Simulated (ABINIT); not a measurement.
# Completion of the band sum in GW: CdS (Greenockite)

Can a closure trick stand in for empty bands in GW on CdS (Greenockite)?

Main program and level: ABINIT 10.8.3; PBE and many-body steps on it, plane waves.

This is a report of a sequence of runs, with the program logs left out and the cost of each run kept.

The database entry behind the starting cell differs from other determinations of this structure, so it need not match the best structure at room temperature.

## Step 1: The system as given

It takes space group P6_3mc (No. 186, hexagonal). Conventional cell: a = 4.150 Å, b = 4.150 Å, c = 6.737 Å, α = 90.00°, β = 90.00°, γ = 120.00°. Nearest to Cd lie 4 S at 2.53 to 2.54 Å. Nearest to S lie 4 Cd at 2.53 to 2.54 Å. Farther neighbours, and contacts between anions beyond the nearest, are not listed.

As a file:

```cif
data_structure
_symmetry_space_group_name_H-M 'P 1'
_symmetry_Int_Tables_number 1
_cell_length_a 4.1500
_cell_length_b 4.1500
_cell_length_c 6.7370
_cell_angle_alpha 90.000
_cell_angle_beta 90.000
_cell_angle_gamma 120.000
_cell_volume 100.48
loop_
_atom_site_label
_atom_site_type_symbol
_atom_site_fract_x
_atom_site_fract_y
_atom_site_fract_z
_atom_site_occupancy
Cd1 Cd 0.33333 0.66667 0.00000 1
Cd2 Cd 0.66667 0.33333 0.50000 1
S3 S 0.33333 0.66667 0.37500 1
S4 S 0.66667 0.33333 0.87500 1
```

The cell and positions come from the Crystallography Open Database and are kept as given unless a step says otherwise.

## Step 2: Empty states on the mesh, 3×3×2 mesh, 181 bands

This step: ABINIT 10.8.3; DFT, PBE, plane waves, norm-conserving pseudopotentials.

The sums over transitions need many empty states on a uniform mesh; this step solves for them.

Contents of run.abi:

```
acell 3*1.0 Angstrom
rprim 
  4.149999999997 0.000000000001 0.000000000000
  -2.074999999999 3.594005425702 0.000000000000
  0.000000000000 0.000000000000 6.737000000000
ntypat 2
znucl 48 16
natom 4
typat 1 1 2 2
xred 
  0.333333333333 0.666666666667 0.000000000000
  0.666666666667 0.333333333333 0.500000000000
  0.333333333333 0.666666666667 0.375000000000
  0.666666666667 0.333333333333 0.875000000000
pp_dirpath "pseudos"
pseudos "Cd.upf, S.upf"
ecut 47
ngkpt 3 3 2
nshiftk 1
shiftk 0 0 0
kptopt 1
chksymbreak 0
iscf -2
irdden 1
istwfk *1
nband 181
nbdbuf 16
tolwfr 1e-09
nstep 60
prtvol 0
indata_prefix "in"
outdata_prefix "out"
tmpdata_prefix "tmp"
```

Command:

```console
> OMP_NUM_THREADS=1 mpirun -n 6 abinit run.abi > log
```

Wall time 3.4 min (6 MPI ranks of Arm Neoverse N1, shared host); peak memory 0.78 GiB.

Read from the output:

```
gap                                                           : 1.175 eV
k of the valence top                                          : 0, 0, 0
k of the conduction bottom                                    : 0, 0, 0
least direct gap                                              : 1.175 eV
k points computed                                             : 6
lowest point of the top converged band, above the valence top : 65.1593 eV
```

On this mesh the gap is 1.175 eV.

The density comes from a self-consistent run that is not shown.

## Step 3: Screening, 3×3×2 mesh, 165 bands, screening to 152.4 eV

The RPA dielectric matrix is built and inverted for each q.

This step: RPA screening on PBE, plane waves, norm-conserving pseudopotentials.

Changes to run.abi since step 2:

```diff
@@ -22,10 +22,11 @@
 chksymbreak 0
-iscf -2
-irdden 1
 istwfk *1
-nband 181
-nbdbuf 16
-tolwfr 1e-09
-nstep 60
-prtvol 0
+occopt 1
+irdwfk 1
+optdriver 3
+nband 165
+ecuteps 5.6
+inclvkb 2
+awtr 1
+symchi 1
 indata_prefix "in"
```

Command:

```console
> OMP_NUM_THREADS=1 mpirun -n 8 abinit run.abi > log
```

The job ended after 2.6 min (8 MPI ranks; peak memory 2.9 GiB; 21 min of CPU time).

Read from the output:

| Item | Value |
| --- | --- |
| ε∞ with local fields, on this mesh | 13.91 |
| ε∞ without local fields, on this mesh | 14.72 |
| plasma frequency | 26.71 eV |
| plane waves in the screening matrix | 403 |

Local fields lower ε∞ by 6 %. On a Γ-centred mesh this coarse the value itself is usually too large, while a short band sum pulls it down.

## Step 4: 165 bands

The self-energy is evaluated for the states that the input lists, and the quasiparticle equation is solved.

This step: G0W0 on PBE, plane waves, norm-conserving pseudopotentials.

Changes to run.abi since step 3:

```diff
@@ -25,8 +25,15 @@
 irdwfk 1
-optdriver 3
+optdriver 4
 nband 165
+gwcalctyp 0
+ecutsigx 47
+symsigma 1
+nkptgw 1
+kptgw 
+  0.0000000000 0.0000000000 0.0000000000
+bdgw 
+  25 28
 ecuteps 5.6
-inclvkb 2
-awtr 1
-symchi 1
+irdscr 1
+ppmodel 1
 indata_prefix "in"
```

Wall time 16 s (8 MPI ranks); peak memory 2.1 GiB.

This step gave:

- G0W0 gap on the mesh: 2.006 eV
- starting gap on the mesh: 1.175 eV
- k of the valence top: 0, 0, 0
- k of the conduction bottom: 0, 0, 0
- Z at the valence top: 0.778
- Z at the conduction bottom: 0.812
- least direct G0W0 gap on the computed points: 2.006 eV

The gap on the mesh goes from 1.18 eV to 2.01 eV, a correction of +0.83 eV.

## Step 5: Screening, 3×3×2 mesh, 38 bands, screening to 152.4 eV

This step: RPA screening on PBE, plane waves, norm-conserving pseudopotentials.

Changes to run.abi since step 4:

```diff
@@ -25,15 +25,8 @@
 irdwfk 1
-optdriver 4
-nband 165
-gwcalctyp 0
-ecutsigx 47
-symsigma 1
-nkptgw 1
-kptgw 
-  0.0000000000 0.0000000000 0.0000000000
-bdgw 
-  25 28
+optdriver 3
+nband 38
 ecuteps 5.6
-irdscr 1
-ppmodel 1
+inclvkb 2
+awtr 1
+symchi 1
 indata_prefix "in"
```

Run time: 27 s. Hardware: 8 MPI ranks; peak memory 2 GiB.

Numbers from this step:

* ε∞ with local fields, on this mesh: 13.59
* ε∞ without local fields, on this mesh: 14.46
* plasma frequency: 26.71 eV
* plane waves in the screening matrix: 403

## Step 6: 38 bands

This step: G0W0 on PBE, plane waves, norm-conserving pseudopotentials.

Changes to run.abi since step 5:

```diff
@@ -25,8 +25,15 @@
 irdwfk 1
-optdriver 3
+optdriver 4
 nband 38
+gwcalctyp 0
+ecutsigx 47
+symsigma 1
+nkptgw 1
+kptgw 
+  0.0000000000 0.0000000000 0.0000000000
+bdgw 
+  25 28
 ecuteps 5.6
-inclvkb 2
-awtr 1
-symchi 1
+irdscr 1
+ppmodel 1
 indata_prefix "in"
```

Elapsed: 9.9 s, on 8 MPI ranks; peak memory 1.8 GiB.

Numbers from this step:

| Property | Result |
| --- | --- |
| G0W0 gap on the mesh | 2.235 eV |
| starting gap on the mesh | 1.175 eV |
| k of the valence top | 0, 0, 0 |
| k of the conduction bottom | 0, 0, 0 |
| Z at the valence top | 0.778 |
| Z at the conduction bottom | 0.815 |
| least direct G0W0 gap on the computed points | 2.235 eV |

Against G0W0 in ABINIT (3×3×2 mesh, 165 bands, screening to 152.4 eV, Godby-Needs plasmon pole), the gap moves by +0.229 eV.

## Step 7: Screening, 3×3×2 mesh, 38 bands, screening to 152.4 eV

This step: RPA screening on PBE, plane waves, norm-conserving pseudopotentials.

Changes to run.abi since step 6:

```diff
@@ -25,15 +25,10 @@
 irdwfk 1
-optdriver 4
+optdriver 3
 nband 38
-gwcalctyp 0
-ecutsigx 47
-symsigma 1
-nkptgw 1
-kptgw 
-  0.0000000000 0.0000000000 0.0000000000
-bdgw 
-  25 28
 ecuteps 5.6
-irdscr 1
-ppmodel 1
+inclvkb 2
+awtr 1
+symchi 1
+gwcomp 1
+gwencomp 2
 indata_prefix "in"
```

The job ended after 64 s (8 MPI ranks; peak memory 2.2 GiB; 8.6 min of CPU time).

Numbers from this step:

```
ε∞ with local fields, on this mesh    : 13.68
ε∞ without local fields, on this mesh : 14.46
plasma frequency                      : 26.71 eV
plane waves in the screening matrix   : 403
```

## Step 8: 38 bands, completed

This step: G0W0 on PBE, plane waves, norm-conserving pseudopotentials.

Changes to run.abi since step 7:

```diff
@@ -25,8 +25,15 @@
 irdwfk 1
-optdriver 3
+optdriver 4
 nband 38
+gwcalctyp 0
+ecutsigx 47
+symsigma 1
+nkptgw 1
+kptgw 
+  0.0000000000 0.0000000000 0.0000000000
+bdgw 
+  25 28
 ecuteps 5.6
-inclvkb 2
-awtr 1
-symchi 1
+irdscr 1
+ppmodel 1
 gwcomp 1
```

It took 8.7 s on 8 MPI ranks; peak memory 1.9 GiB; 68 s of CPU time.

Numbers from this step:

```yaml
g0w0_gap_on_the_mesh: 2.188 eV
starting_gap_on_the_mesh: 1.175 eV
k_of_the_valence_top: 0, 0, 0
k_of_the_conduction_bottom: 0, 0, 0
least_direct_g0w0_gap_on_the_computed_points: 2.188 eV
```

Against G0W0 in ABINIT (3×3×2 mesh, 165 bands, screening to 152.4 eV, Godby-Needs plasmon pole), the gap moves by +0.182 eV.

## Step 9: Screening, 3×3×2 mesh, 75 bands, screening to 152.4 eV

This step: RPA screening on PBE, plane waves, norm-conserving pseudopotentials.

Changes to run.abi since step 8:

```diff
@@ -25,17 +25,8 @@
 irdwfk 1
-optdriver 4
-nband 38
-gwcalctyp 0
-ecutsigx 47
-symsigma 1
-nkptgw 1
-kptgw 
-  0.0000000000 0.0000000000 0.0000000000
-bdgw 
-  25 28
+optdriver 3
+nband 75
 ecuteps 5.6
-irdscr 1
-ppmodel 1
-gwcomp 1
-gwencomp 2
+inclvkb 2
+awtr 1
+symchi 1
 indata_prefix "in"
```

Wall time 65 s (8 MPI ranks); peak memory 2.3 GiB.

Read from the output:

```yaml
eps_infinity_with_local_fields_on_this_mesh: 13.80
eps_infinity_without_local_fields_on_this_mesh: 14.65
plasma_frequency: 26.71 eV
plane_waves_in_the_screening_matrix: 403
```

## Step 10: 75 bands

This step: G0W0 on PBE, plane waves, norm-conserving pseudopotentials.

Changes to run.abi since step 9:

```diff
@@ -25,8 +25,15 @@
 irdwfk 1
-optdriver 3
+optdriver 4
 nband 75
+gwcalctyp 0
+ecutsigx 47
+symsigma 1
+nkptgw 1
+kptgw 
+  0.0000000000 0.0000000000 0.0000000000
+bdgw 
+  25 28
 ecuteps 5.6
-inclvkb 2
-awtr 1
-symchi 1
+irdscr 1
+ppmodel 1
 indata_prefix "in"
```

Run time: 12 s. Hardware: 8 MPI ranks; peak memory 1.9 GiB.

Read from the output:

| Property | Result |
| --- | --- |
| G0W0 gap on the mesh | 2.054 eV |
| starting gap on the mesh | 1.175 eV |
| k of the valence top | 0, 0, 0 |
| k of the conduction bottom | 0, 0, 0 |
| least direct G0W0 gap on the computed points | 2.054 eV |

Against G0W0 in ABINIT (3×3×2 mesh, 165 bands, screening to 152.4 eV, Godby-Needs plasmon pole), the gap moves by +0.048 eV.

## Step 11: Screening, 3×3×2 mesh, 75 bands, screening to 152.4 eV

This step: RPA screening on PBE, plane waves, norm-conserving pseudopotentials.

Changes to run.abi since step 10:

```diff
@@ -25,15 +25,10 @@
 irdwfk 1
-optdriver 4
+optdriver 3
 nband 75
-gwcalctyp 0
-ecutsigx 47
-symsigma 1
-nkptgw 1
-kptgw 
-  0.0000000000 0.0000000000 0.0000000000
-bdgw 
-  25 28
 ecuteps 5.6
-irdscr 1
-ppmodel 1
+inclvkb 2
+awtr 1
+symchi 1
+gwcomp 1
+gwencomp 2
 indata_prefix "in"
```

It took 1.9 min on 8 MPI ranks; peak memory 2.4 GiB; 15 min of CPU time.

Numbers from this step:

- ε∞ with local fields, on this mesh: 13.84
- ε∞ without local fields, on this mesh: 14.65
- plasma frequency: 26.71 eV
- plane waves in the screening matrix: 403

## Step 12: 75 bands, completed

This step: G0W0 on PBE, plane waves, norm-conserving pseudopotentials.

Changes to run.abi since step 11:

```diff
@@ -25,8 +25,15 @@
 irdwfk 1
-optdriver 3
+optdriver 4
 nband 75
+gwcalctyp 0
+ecutsigx 47
+symsigma 1
+nkptgw 1
+kptgw 
+  0.0000000000 0.0000000000 0.0000000000
+bdgw 
+  25 28
 ecuteps 5.6
-inclvkb 2
-awtr 1
-symchi 1
+irdscr 1
+ppmodel 1
 gwcomp 1
```

Wall time 11 s (8 MPI ranks); peak memory 1.8 GiB.

This step gave:

| Quantity | Value |
| --- | --- |
| G0W0 gap on the mesh | 2.096 eV |
| starting gap on the mesh | 1.175 eV |
| k of the valence top | 0, 0, 0 |
| k of the conduction bottom | 0, 0, 0 |
| least direct G0W0 gap on the computed points | 2.096 eV |

Against G0W0 in ABINIT (3×3×2 mesh, 165 bands, screening to 152.4 eV, Godby-Needs plasmon pole), the gap moves by +0.090 eV.

## Step 13: Side by side

Times are wall times on 8 MPI ranks of Arm Neoverse N1, shared host, good to a factor of about two. A run's time includes the screening step that it read.

| run | mesh | bands | screening cutoff (eV) | DFT gap (eV) | gap on the mesh (eV) | direct (eV) | ε∞ used | time |
| --- | --- | --- | --- | --- | --- | --- | --- | --- |
| 165 bands | 3×3×2 | 165 | 152.4 | 1.175 | 2.006 | 2.006 | 13.91 | 2.9 min |
| 38 bands | 3×3×2 | 38 | 152.4 | 1.175 | 2.235 | 2.235 | 13.59 | 37 s |
| 38 bands, completed | 3×3×2 | 38 | 152.4 | 1.175 | 2.188 | 2.188 | 13.68 | 73 s |
| 75 bands | 3×3×2 | 75 | 152.4 | 1.175 | 2.054 | 2.054 | 13.80 | 77 s |
| 75 bands, completed | 3×3×2 | 75 | 152.4 | 1.175 | 2.096 | 2.096 | 13.84 | 2.1 min |

## Step 14: What came out

```
165 bands           : 2.006 eV
38 bands            : 2.235 eV
38 bands, completed : 2.188 eV
75 bands            : 2.054 eV
75 bands, completed : 2.096 eV
```

What this shows: 38 bands: +0.229 eV against 165 bands. 38 bands, completed: +0.182 eV against 165 bands. 75 bands: +0.048 eV against 165 bands. 75 bands, completed: +0.090 eV against 165 bands. The row with most bands is itself short of the limit, so it is no exact reference, and agreement of a truncated run with it can be a cancellation between the edges. The 3×3×2 mesh is coarse for this cell, which bears on the long-range parts of exchange and screening. The many-body steps are scalar-relativistic: spin-orbit coupling is not in them.

[Long decimals in the printed logs are rounded to 6 places.]

[Logs are printed without paths, hosts, clocks, repeated set-up lines and the standing remarks that a program may print on its own settings, such as how far it seeks lower states.]

[Paths, hosts, dates, memory and timing lines, banners, echoed tables and standing remarks are left out of the program output; an Ansatz launch command may be rebuilt from the run's recorded settings. Measured values are a selection of at most five: reports struck by readers or far from the other reports are left out. None is set beside runs whose start may be inverted or whose files or cutoffs have a known fault.]

[Runs of the session that timed out or met a known fault of the program may be left out.]

[Hosts, paths, dates, database ids (printed as entryN), source tags and the programs' standing remarks are cut or masked in the printed files.]

[G0W0 gaps are taken among the corrected bands and points alone; a level outside them can change the order at an edge.]

[Where Ansatz stands beside ABINIT at settings called matched, ABINIT's density can come from a denser mesh and the files from another edition; pairs whose starting gaps differed by over 0.03 eV were left out, so agreement reads better than it is.]
